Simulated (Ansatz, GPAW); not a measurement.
# A 6-layer slab of Ni(111): converging a work function, part 2 of 3

Wanted: a convergence study on the slab a 6-layer slab of Ni(111).

GPAW 26.7.0 and Ansatz 0.2.0; Ansatz plane waves; slab in vacuum with a dipole correction, relaxation (the session's first sound run).

So far, upper work function (eV): step 2 (relaxation) 5.06.

## 3. The slab's potential

With the geometry fixed, the planar mean of the potential gives the vacuum level on each side.

This step: GPAW, PAW setups; slab in vacuum (GPAW 26.7.0).

run.py

```python
import json
import numpy as np
from ase import Atoms
from gpaw import GPAW, PW

slab = Atoms(
    ['Ni', 'Ni', 'Ni', 'Ni', 'Ni', 'Ni'],
    positions=[
        [1.24451, 0.71852, 7.00000],
        [2.48902, 1.43703, 9.03227],
        [0.00000, 0.00000, 11.06455],
        [1.24451, 0.71852, 13.09838],
        [2.48902, 1.43703, 15.12954],
        [-0.00000, -0.00000, 17.13529]],
    cell=[[2.48902, 0.0, 0.0], [1.24451, 2.15555, 0.0], [0.0, 0.0, 24.16136]],
    pbc=[True, True, False],
    magmoms=[0.7, 0.7, 0.7, 0.7, 0.7, 0.7])

slab.calc = GPAW(mode=PW(400), xc='PBE', kpts={'size': (14, 14, 1), 'gamma': True},
                 occupations={'name': 'fermi-dirac', 'width': 0.1}, nbands='140%',
                 convergence={'density': 1e-05}, maxiter=200,
                 poissonsolver={'dipolelayer': 'xy'},
                 symmetry={'tolerance': 1e-3}, txt='slab.txt')
result = {}
energy = slab.get_potential_energy()
fermi = slab.calc.get_fermi_level()
v = slab.calc.get_electrostatic_potential().mean((0, 1)) - fermi
n = slab.calc.get_pseudo_density().mean((0, 1))
L = slab.cell[2, 2]
z = np.arange(len(v)) * L / len(v)
low, high = slab.positions[:, 2].min(), slab.positions[:, 2].max()
below, above = np.interp([low - 4.8, high + 4.8], z, v)
slopes = [np.interp(x, z, np.gradient(v, z)) for x in (low - 4.8, high + 4.8)]
eps = np.array([[slab.calc.get_eigenvalues(k, s) for k in range(len(slab.calc.get_ibz_k_points()))]
                for s in range(slab.calc.get_number_of_spins())]) - fermi
top, bottom = eps[eps < 0].max(), eps[eps > 0].min()
dipole = slab.get_dipole_moment()[2]
print(f'energy {energy:.4f} eV, Fermi level {fermi:.4f} eV, dipole {dipole:.5f} e A')
print(f'potential 4.8 A off the faces, from the Fermi level: lower {below:.4f} eV, upper {above:.4f} eV')
print(f'slope of the potential there: lower {slopes[0]:.5f}, upper {slopes[1]:.5f} eV/A')
print(f'nearest levels on the mesh: {top:.4f} and {bottom:.4f} eV')
print('magnetic moment', round(slab.get_magnetic_moment(), 3))
result.update(energy=energy, fermi=fermi, dipole=dipole, below=below, above=above, slopes=slopes, edges=[top, bottom],
              z=z.tolist(), v=v.tolist(), n=n.tolist(), positions=slab.positions.tolist(),
              forces=slab.get_forces(apply_constraint=False).tolist(), moments=slab.get_magnetic_moments().tolist())
json.dump(result, open('result.json', 'w'))
```

Launch:

```console
> OMP_NUM_THREADS=1 OPENBLAS_NUM_THREADS=1 python run.py
```

Output:

```text
energy -42.1809 eV, Fermi level 1.8421 eV, dipole 0.00062 e A
potential 4.8 A off the faces, from the Fermi level: lower 5.1066 eV, upper 5.1005 eV
slope of the potential there: lower -0.00056, upper 0.00056 eV/A
nearest levels on the mesh: -0.0036 and 0.0160 eV
magnetic moment 3.919
```

Wall time 5.9 min (1 thread of AMD EPYC 7R13 (Zen 3), shared host); peak memory 0.31 GiB.

This step gave:

| Quantity | Value |
| --- | --- |
| dipole along the normal | 6.23e-4 e·Å |
| levels nearest the Fermi level on the mesh | -0.003630, 0.01601 eV from the Fermi level |
| upper work function | 5.100 eV |
| lower work function | 5.107 eV |
| site moments | 0.7094, 0.7072, 0.6664, 0.6655, 0.7065, 0.7100 μB |
| sum of the site moments | 4.165 μB |

The electrostatic potential energy of an electron (without an applied field's), less the Fermi level, planar mean oscillates, so the rows of the table below give means over windows of 2.05 Å about each position, cut where the curve ends. Its maxima inside the range that stand out by 2 % of the span (Å: eV): 8.0: -0.328, 10.0: -0.391, 12.1: -0.366, 14.1: -0.404, 16.2: -0.579. Its minima: 7.0: -18.8, 9.1: -18.9, 11.1: -18.8, 13.1: -18.8, 15.1: -18.9, 17.2: -18.8.

Table of electrostatic potential energy of an electron (without an applied field's), less the Fermi level, planar mean by z; means over each step:

| z (Å) | electrostatic potential energy of an electron (without an applied field's), less the Fermi level, planar mean (eV) |
| --- | --- |
| 1.02 | 5.11 |
| 3.07 | 5.10 |
| 5.12 | 4.14 |
| 7.17 | -8.28 |
| 9.22 | -8.51 |
| 11.28 | -8.49 |
| 13.32 | -8.50 |
| 15.37 | -8.58 |
| 17.42 | -7.62 |
| 19.47 | 4.81 |
| 21.52 | 5.10 |
| 23.57 | 5.10 |

The pseudo valence density, planar mean by z:

| z (Å) | pseudo valence density, planar mean (e/Å³) |
| --- | --- |
| 0.00 | 0 |
| 0.65 | 0 |
| 1.29 | 0 |
| 1.94 | 0 |
| 2.59 | 1.8e-5 |
| 3.24 | 9.7e-5 |
| 3.88 | 5.2e-4 |
| 4.53 | 0.00282 |
| 5.18 | 0.0154 |
| 5.82 | 0.0836 |
| 6.47 | 0.786 |
| 7.12 | 3.49 |
| 7.77 | 0.378 |
| 8.41 | 0.564 |
| 9.06 | 3.83 |
| 9.71 | 0.470 |
| 10.35 | 0.427 |
| 11.00 | 3.75 |
| 11.65 | 0.646 |
| 12.30 | 0.349 |
| 12.94 | 3.28 |
| 13.59 | 0.958 |
| 14.24 | 0.311 |
| 14.89 | 2.61 |
| 15.53 | 1.43 |
| 16.18 | 0.308 |
| 16.83 | 2.10 |
| 17.47 | 1.86 |
| 18.12 | 0.143 |
| 18.77 | 0.0252 |
| 19.42 | 0.00463 |
| 20.06 | 8.5e-4 |
| 20.71 | 1.6e-4 |
| 21.36 | 2.9e-5 |
| 22.00 | 5.6e-6 |
| 22.65 | 0 |
| 23.30 | 0 |
| 23.95 | 0 |

Force by atom:

| atom | x (eV/Å) | y (eV/Å) | z (eV/Å) | size |
| --- | --- | --- | --- | --- |
| Ni1 | 0.000 | 0.000 | 0.080 | 0.080 |
| Ni2 | 0.000 | 0.000 | -0.121 | 0.121 |
| Ni3 | 0.000 | 0.000 | -0.012 | 0.012 |
| Ni4 | 0.000 | 0.000 | -0.003 | 0.003 |
| Ni5 | 0.000 | 0.000 | -0.015 | 0.015 |
| Ni6 | 0.000 | 0.000 | 0.075 | 0.075 |

The potential is flat to 5.6e-4 eV/Å where it is read, so the vacuum is wide enough. The geometry is the other program's minimum; here the largest force on a free atom is 0.075 eV/Å.

## 4. Cutoff 200

The cutoff limits how sharply the smooth valence waves can vary, which tells mostly near the atoms.

Edit run.py of step 3 so:

```diff
@@ -18,3 +18,3 @@
 
-slab.calc = GPAW(mode=PW(400), xc='PBE', kpts={'size': (14, 14, 1), 'gamma': True},
+slab.calc = GPAW(mode=PW(200), xc='PBE', kpts={'size': (14, 14, 1), 'gamma': True},
                  occupations={'name': 'fermi-dirac', 'width': 0.1}, nbands='140%',
```

Output:

```text
energy -37.0663 eV, Fermi level 1.8260 eV, dipole 0.00051 e A
potential 4.8 A off the faces, from the Fermi level: lower 5.1390 eV, upper 5.1305 eV
slope of the potential there: lower -0.00724, upper 0.00632 eV/A
nearest levels on the mesh: -0.0051 and 0.0018 eV
magnetic moment 3.89
```

Run time: 4.5 min. Hardware: 1 thread; peak memory 0.2 GiB.

The run finished. A setting was moved off its sound value on purpose, so it serves as a test and not as the result.

The fault put into the input: a cutoff under that of the base run: the energy of the cell lies 5.1 eV from the base value (ecut = 200).

The two runs compared:

| quantity | this run | sound run | difference |
| --- | --- | --- | --- |
| upper work function (eV) | 5.1305 | 5.1005 | 0.0300 |
| lower work function (eV) | 5.1390 | 5.1066 | 0.0324 |
| sum of the site moments (μB) | 4.1204 | 4.1649 | -0.0445 |

One result that differs is the lower work function, 5.14 eV against 5.11 eV.

## 5. Cutoff 300

The cutoff limits how sharply the smooth valence waves can vary, which tells mostly near the atoms.

Edit run.py of step 4 so:

```diff
@@ -18,3 +18,3 @@
 
-slab.calc = GPAW(mode=PW(200), xc='PBE', kpts={'size': (14, 14, 1), 'gamma': True},
+slab.calc = GPAW(mode=PW(300), xc='PBE', kpts={'size': (14, 14, 1), 'gamma': True},
                  occupations={'name': 'fermi-dirac', 'width': 0.1}, nbands='140%',
```

Output:

```text
energy -41.4381 eV, Fermi level 1.8540 eV, dipole 0.00068 e A
potential 4.8 A off the faces, from the Fermi level: lower 5.1177 eV, upper 5.1113 eV
slope of the potential there: lower -0.00074, upper 0.00091 eV/A
nearest levels on the mesh: -0.0031 and 0.0061 eV
magnetic moment 3.931
```

Wall time 4.4 min (1 thread); peak memory 0.24 GiB.

The run finished. A setting was moved off its sound value on purpose, so it serves as a test and not as the result.

The fault put into the input: a cutoff under that of the base run: the energy of the cell lies 0.74 eV from the base value (ecut = 300).

The two runs compared:

| quantity | this run | sound run | difference |
| --- | --- | --- | --- |
| upper work function (eV) | 5.1113 | 5.1005 | 0.0108 |
| lower work function (eV) | 5.1177 | 5.1066 | 0.0110 |
| sum of the site moments (μB) | 4.1723 | 4.1649 | 0.00733 |

## 6. Cutoff 700: ecut = 700

The cutoff limits how sharply the smooth valence waves can vary, which tells mostly near the atoms.

Edit run.py of step 5 so:

```diff
@@ -18,3 +18,3 @@
 
-slab.calc = GPAW(mode=PW(300), xc='PBE', kpts={'size': (14, 14, 1), 'gamma': True},
+slab.calc = GPAW(mode=PW(700), xc='PBE', kpts={'size': (14, 14, 1), 'gamma': True},
                  occupations={'name': 'fermi-dirac', 'width': 0.1}, nbands='140%',
```

Output:

```text
energy -42.4155 eV, Fermi level 1.8397 eV, dipole 0.00066 e A
potential 4.8 A off the faces, from the Fermi level: lower 5.1047 eV, upper 5.0974 eV
slope of the potential there: lower -0.00046, upper 0.00046 eV/A
nearest levels on the mesh: -0.0039 and 0.0160 eV
magnetic moment 3.917
```

Run time: 15 min. Hardware: 1 thread; peak memory 0.57 GiB.

This step gave:

```
dipole along the normal                    : 6.62e-4 e·Å
levels nearest the Fermi level on the mesh : -0.003917, 0.01596 eV from the Fermi level
upper work function                        : 5.097 eV
lower work function                        : 5.105 eV
site moments                               : 0.7091, 0.7068, 0.6662, 0.6652, 0.7062, 0.7097 μB
sum of the site moments                    : 4.163 μB
```

The electrostatic potential energy of an electron (without an applied field's), less the Fermi level, planar mean oscillates, so the rows of the table below give means over windows of 2.01 Å about each position, cut where the curve ends. Its maxima inside the range that stand out by 2 % of the span (Å: eV): 8.0: -0.340, 10.1: -0.389, 12.1: -0.363, 14.1: -0.405, 16.1: -0.556. Its minima: 7.0: -18.8, 9.0: -19.0, 11.0: -18.9, 13.1: -18.9, 15.1: -19.0, 17.2: -18.8.

Electrostatic potential energy of an electron (without an applied field's), less the Fermi level, planar mean against z; means over each step:

z (Å), electrostatic potential energy of an electron (without an applied field's), less the Fermi level, planar mean (eV) and a bar from the least value:
```
     1.00        5.1 ##############################
     3.01        5.1 ##############################
     5.02        4.4 ############################
     7.03       -8.3 #
     9.04       -8.7 
    11.05       -8.6 
    13.06       -8.6 
    15.07       -8.7 
    17.08       -8.4 #
    19.09        4.3 ############################
    21.10        5.1 ##############################
    23.11        5.1 ##############################
```

Pseudo valence density, planar mean against z:

| z (Å) | pseudo valence density, planar mean (e/Å³) |
| --- | --- |
| 3.5 | 1.9e-4 |
| 4.0 | 7.1e-4 |
| 4.5 | 0.00261 |
| 5.0 | 0.00969 |
| 5.5 | 0.0361 |
| 6.0 | 0.140 |
| 6.5 | 0.960 |
| 7.0 | 3.68 |
| 7.5 | 0.996 |
| 8.0 | 0.300 |
| 8.5 | 0.839 |
| 9.0 | 3.76 |
| 9.5 | 1.08 |
| 10.0 | 0.298 |
| 10.5 | 0.739 |
| 11.0 | 3.61 |
| 11.5 | 1.30 |
| 12.0 | 0.308 |
| 12.5 | 0.656 |
| 13.0 | 3.51 |
| 13.5 | 1.47 |
| 14.0 | 0.311 |
| 14.5 | 0.551 |
| 15.0 | 3.38 |
| 15.5 | 1.68 |
| 16.0 | 0.332 |
| 16.5 | 0.585 |
| 17.0 | 3.30 |
| 17.5 | 1.72 |
| 18.0 | 0.214 |
| 18.5 | 0.0513 |
| 19.0 | 0.0138 |
| 19.5 | 0.00373 |
| 20.0 | 0.00102 |
| 20.5 | 2.8e-4 |

Force by atom:

| atom | x (eV/Å) | y (eV/Å) | z (eV/Å) | size |
| --- | --- | --- | --- | --- |
| Ni1 | 0.000 | 0.000 | 0.075 | 0.075 |
| Ni2 | 0.000 | 0.000 | -0.122 | 0.122 |
| Ni3 | 0.000 | 0.000 | -0.014 | 0.014 |
| Ni4 | 0.000 | 0.000 | -0.003 | 0.003 |
| Ni5 | 0.000 | 0.000 | -0.016 | 0.016 |
| Ni6 | 0.000 | 0.000 | 0.080 | 0.080 |

The upper face's work function is 5.097 eV, against 5.100 eV in the first plane-wave PBE run at this geometry.

## 7. K mesh 5×5

The mesh in the plane samples the bands: a metal's Fermi level needs it dense, and band edges must lie on it.

Edit run.py of step 6 so:

```diff
@@ -18,3 +18,3 @@
 
-slab.calc = GPAW(mode=PW(700), xc='PBE', kpts={'size': (14, 14, 1), 'gamma': True},
+slab.calc = GPAW(mode=PW(400), xc='PBE', kpts={'size': (5, 5, 1), 'gamma': True},
                  occupations={'name': 'fermi-dirac', 'width': 0.1}, nbands='140%',
```

Output:

```text
energy -41.9599 eV, Fermi level 1.8325 eV, dipole 0.00088 e A
potential 4.8 A off the faces, from the Fermi level: lower 5.1565 eV, upper 5.1413 eV
slope of the potential there: lower -0.00067, upper 0.00065 eV/A
nearest levels on the mesh: -0.0136 and 0.0087 eV
magnetic moment 5.037
```

The job ended after 2.1 min (1 thread; peak memory 0.21 GiB).

The run finished with changed settings (kpts = [5, 5]); it serves as a test.

Side by side:

| quantity | this run | sound run | difference |
| --- | --- | --- | --- |
| upper work function (eV) | 5.1413 | 5.1005 | 0.0408 |
| lower work function (eV) | 5.1565 | 5.1066 | 0.0499 |
| sum of the site moments (μB) | 5.2357 | 4.1649 | 1.07 |

One result that differs is the sum of the site moments, 5.24 μB against 4.16 μB.

## 8. K mesh 8×8

The mesh in the plane samples the bands: a metal's Fermi level needs it dense, and band edges must lie on it.

Edit run.py of step 7 so:

```diff
@@ -18,3 +18,3 @@
 
-slab.calc = GPAW(mode=PW(400), xc='PBE', kpts={'size': (5, 5, 1), 'gamma': True},
+slab.calc = GPAW(mode=PW(400), xc='PBE', kpts={'size': (8, 8, 1), 'gamma': True},
                  occupations={'name': 'fermi-dirac', 'width': 0.1}, nbands='140%',
```

Output:

```text
energy -42.2145 eV, Fermi level 1.8351 eV, dipole 0.00071 e A
potential 4.8 A off the faces, from the Fermi level: lower 5.1367 eV, upper 5.1274 eV
slope of the potential there: lower -0.00058, upper 0.00058 eV/A
nearest levels on the mesh: -0.0306 and 0.0035 eV
magnetic moment 4.292
```

Elapsed: 2.7 min, on 1 thread; peak memory 0.23 GiB.

The run finished with changed settings (kpts = [8, 8]); it serves as a test.

The two runs compared:

| quantity | this run | sound run | difference |
| --- | --- | --- | --- |
| upper work function (eV) | 5.1274 | 5.1005 | 0.0269 |
| lower work function (eV) | 5.1367 | 5.1066 | 0.0301 |
| sum of the site moments (μB) | 4.5247 | 4.1649 | 0.360 |

The two runs differ clearly in the sum of the site moments: 4.52 μB against 4.16 μB.

## 9. K mesh 21×21: kpts = [21, 21]

The mesh in the plane samples the bands: a metal's Fermi level needs it dense, and band edges must lie on it.

Edit run.py of step 8 so:

```diff
@@ -18,3 +18,3 @@
 
-slab.calc = GPAW(mode=PW(400), xc='PBE', kpts={'size': (8, 8, 1), 'gamma': True},
+slab.calc = GPAW(mode=PW(400), xc='PBE', kpts={'size': (21, 21, 1), 'gamma': True},
                  occupations={'name': 'fermi-dirac', 'width': 0.1}, nbands='140%',
```

Output:

```text
energy -42.1860 eV, Fermi level 1.8404 eV, dipole 0.00067 e A
potential 4.8 A off the faces, from the Fermi level: lower 5.1101 eV, upper 5.1023 eV
slope of the potential there: lower -0.00056, upper 0.00055 eV/A
nearest levels on the mesh: -0.0036 and 0.0010 eV
magnetic moment 3.954
```

The job ended after 12 min (1 thread; peak memory 0.45 GiB).

Numbers from this step:

```yaml
dipole_along_the_normal: 6.73e-4 e·Å
levels_nearest_the_fermi_level_on_the_mesh: -0.003611, 0.001024 eV from the Fermi level
upper_work_function: 5.102 eV
lower_work_function: 5.110 eV
site_moments: 0.7181, 0.7121, 0.6696, 0.6686, 0.7109, 0.7180 μB
sum_of_the_site_moments: 4.197 μB
```

The electrostatic potential energy of an electron (without an applied field's), less the Fermi level, planar mean oscillates, so the rows of the table below give means over windows of 2.05 Å about each position, cut where the curve ends. Its maxima inside the range that stand out by 2 % of the span (Å: eV): 8.0: -0.325, 10.0: -0.393, 12.1: -0.366, 14.1: -0.407, 16.2: -0.577. Its minima: 7.0: -18.8, 9.1: -18.9, 11.1: -18.8, 13.1: -18.8, 15.1: -18.9, 17.2: -18.8.

Electrostatic potential energy of an electron (without an applied field's), less the Fermi level, planar mean against z; means over each step:

z (Å), electrostatic potential energy of an electron (without an applied field's), less the Fermi level, planar mean (eV) and a bar from the least value:
```
     1.02        5.1 ##############################
     3.07        5.1 ##############################
     5.12        4.1 ############################
     7.17       -8.3 #
     9.22       -8.5 
    11.28       -8.5 
    13.32       -8.5 
    15.37       -8.6 
    17.42       -7.6 ##
    19.47        4.8 #############################
    21.52        5.1 ##############################
    23.57        5.1 ##############################
```

The upper face's work function is 5.102 eV, against 5.100 eV in the first plane-wave PBE run at this geometry.

## 10. Scheme Methfessel-Paxton of order 0 (Gaussian), smearing 0.2

Smearing changes the occupations near the Fermi level, and with them the level itself. Smearing helps the SCF of a metal converge, but it blurs occupations at band edges near the Fermi level.

Edit run.py of step 9 so:

```diff
@@ -18,4 +18,4 @@
 
-slab.calc = GPAW(mode=PW(400), xc='PBE', kpts={'size': (21, 21, 1), 'gamma': True},
-                 occupations={'name': 'fermi-dirac', 'width': 0.1}, nbands='140%',
+slab.calc = GPAW(mode=PW(400), xc='PBE', kpts={'size': (14, 14, 1), 'gamma': True},
+                 occupations={'name': 'methfessel-paxton', 'width': 0.2}, nbands='140%',
                  convergence={'density': 1e-05}, maxiter=200,
```

Output:

```text
energy -42.1764 eV, Fermi level 1.8448 eV, dipole 0.00066 e A
potential 4.8 A off the faces, from the Fermi level: lower 5.1053 eV, upper 5.0980 eV
slope of the potential there: lower -0.00056, upper 0.00056 eV/A
nearest levels on the mesh: -0.0040 and 0.0134 eV
magnetic moment 3.944
```

Run time: 8.1 min. Hardware: 1 thread; peak memory 0.31 GiB.

This step gave:

```
dipole along the normal                    : 6.57e-4 e·Å
levels nearest the Fermi level on the mesh : -0.003978, 0.01339 eV from the Fermi level
upper work function                        : 5.098 eV
lower work function                        : 5.105 eV
site moments                               : 0.7120, 0.7126, 0.6734, 0.6725, 0.7120, 0.7128 μB
sum of the site moments                    : 4.195 μB
```

The electrostatic potential energy of an electron (without an applied field's), less the Fermi level, planar mean oscillates, so the rows of the table below give means over windows of 2.05 Å about each position, cut where the curve ends. Its maxima inside the range that stand out by 2 % of the span (Å: eV): 8.0: -0.330, 10.0: -0.395, 12.1: -0.370, 14.1: -0.408, 16.2: -0.582. Its minima: 7.0: -18.8, 9.1: -18.9, 11.1: -18.8, 13.1: -18.8, 15.1: -18.9, 17.2: -18.8.

The electrostatic potential energy of an electron (without an applied field's), less the Fermi level, planar mean by z; means over each step:

| z (Å) | electrostatic potential energy of an electron (without an applied field's), less the Fermi level, planar mean (eV) |
| --- | --- |
| 1.02 | 5.11 |
| 3.07 | 5.10 |
| 5.12 | 4.14 |
| 7.17 | -8.29 |
| 9.22 | -8.51 |
| 11.28 | -8.49 |
| 13.32 | -8.50 |
| 15.37 | -8.58 |
| 17.42 | -7.63 |
| 19.47 | 4.81 |
| 21.52 | 5.10 |
| 23.57 | 5.10 |

The upper face's work function is 5.098 eV, against 5.100 eV in the first plane-wave PBE run at this geometry.

## 11. All levels side by side

Times are for 1 thread of AMD EPYC 7R13 (Zen 3), shared host. The runs compared:

| no. | run | upper work function (eV) | lower work function (eV) | time | memory (GiB) |
| --- | --- | --- | --- | --- | --- |
| 1 | pw | 5.100 | 5.107 | 5.9 min | 0.31 |
| 2 | cutoff 700 | 5.097 | 5.105 | 15 min | 0.57 |
| 3 | k mesh 21×21 | 5.102 | 5.110 | 12 min | 0.45 |
| 4 | scheme Methfessel-Paxton of order 0 (Gaussian), smearing 0.2 | 5.098 | 5.105 | 8.1 min | 0.31 |

[end of part 2 of 3]

[Logs are printed without paths, hosts, clocks, repeated set-up lines and the standing remarks that a program may print on its own settings, such as how far it seeks lower states.]

[Hosts, paths, dates, database ids (printed as entryN), source tags and the programs' standing remarks are cut or masked in the printed files.]
